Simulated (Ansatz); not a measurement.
# Direct or indirect: SnSe2 (P-3m1)

```cif
data_structure
_symmetry_space_group_name_H-M 'P-3m1'
_symmetry_Int_Tables_number 164
_cell_length_a 3.8110
_cell_length_b 3.8110
_cell_length_c 6.1360
_cell_angle_alpha 90.000
_cell_angle_beta 90.000
_cell_angle_gamma 120.000
_cell_volume 77.18
loop_
_atom_site_label
_atom_site_type_symbol
_atom_site_symmetry_multiplicity
_atom_site_Wyckoff_symbol
_atom_site_fract_x
_atom_site_fract_y
_atom_site_fract_z
_atom_site_occupancy
Sn1 Sn 1 a 0.00000 0.00000 0.00000 1
Se1 Se 2 d 0.66667 0.33333 0.75100 1
```

Method: Ansatz, PBE, independent particles, without spin-orbit coupling, line width 0.1 eV (Gaussian). The band structure gives a fundamental gap of 0.73 eV. The spectrum of vertical transitions near the edge:

```json
{"E (eV)": "0.24", "Im ε, E ∥ xy": "0.00", "Im ε, E ∥ z": "0.00"}
{"E (eV)": "0.36", "Im ε, E ∥ xy": "0.00", "Im ε, E ∥ z": "0.00"}
{"E (eV)": "0.48", "Im ε, E ∥ xy": "0.00", "Im ε, E ∥ z": "0.00"}
{"E (eV)": "0.60", "Im ε, E ∥ xy": "0.00", "Im ε, E ∥ z": "0.00"}
{"E (eV)": "0.72", "Im ε, E ∥ xy": "0.00", "Im ε, E ∥ z": "0.00"}
{"E (eV)": "0.84", "Im ε, E ∥ xy": "0.00", "Im ε, E ∥ z": "0.00"}
{"E (eV)": "0.96", "Im ε, E ∥ xy": "0.00", "Im ε, E ∥ z": "0.01"}
{"E (eV)": "1.08", "Im ε, E ∥ xy": "0.00", "Im ε, E ∥ z": "0.20"}
{"E (eV)": "1.20", "Im ε, E ∥ xy": "0.12", "Im ε, E ∥ z": "0.72"}
{"E (eV)": "1.32", "Im ε, E ∥ xy": "1.03", "Im ε, E ∥ z": "1.75"}
{"E (eV)": "1.44", "Im ε, E ∥ xy": "2.06", "Im ε, E ∥ z": "4.27"}
{"E (eV)": "1.56", "Im ε, E ∥ xy": "2.65", "Im ε, E ∥ z": "7.92"}
{"E (eV)": "1.68", "Im ε, E ∥ xy": "3.37", "Im ε, E ∥ z": "9.86"}
{"E (eV)": "1.80", "Im ε, E ∥ xy": "4.15", "Im ε, E ∥ z": "10.19"}
{"E (eV)": "1.92", "Im ε, E ∥ xy": "4.84", "Im ε, E ∥ z": "10.11"}
{"E (eV)": "2.04", "Im ε, E ∥ xy": "5.50", "Im ε, E ∥ z": "9.81"}
{"E (eV)": "2.16", "Im ε, E ∥ xy": "6.09", "Im ε, E ∥ z": "9.19"}
{"E (eV)": "2.28", "Im ε, E ∥ xy": "6.61", "Im ε, E ∥ z": "8.70"}
{"E (eV)": "2.40", "Im ε, E ∥ xy": "7.29", "Im ε, E ∥ z": "7.89"}
{"E (eV)": "2.52", "Im ε, E ∥ xy": "7.13", "Im ε, E ∥ z": "6.29"}
```

(1) Is the gap direct or indirect, and about where do vertical transitions set in?

Results:

(1) Indirect, by the band path, whose least direct gap is 1.10 eV. The curves fit this: they stay near zero above 0.73 eV and rise only from about 1.1 eV, though a forbidden direct transition would look alike. Lines are broadened by 0.1 eV, which spreads the edge, and phonons, which would give weak absorption from the fundamental gap up, are left out.

[Logs are printed without paths, hosts, clocks, repeated set-up lines and the standing remarks that a program may print on its own settings, such as how far it seeks lower states.]
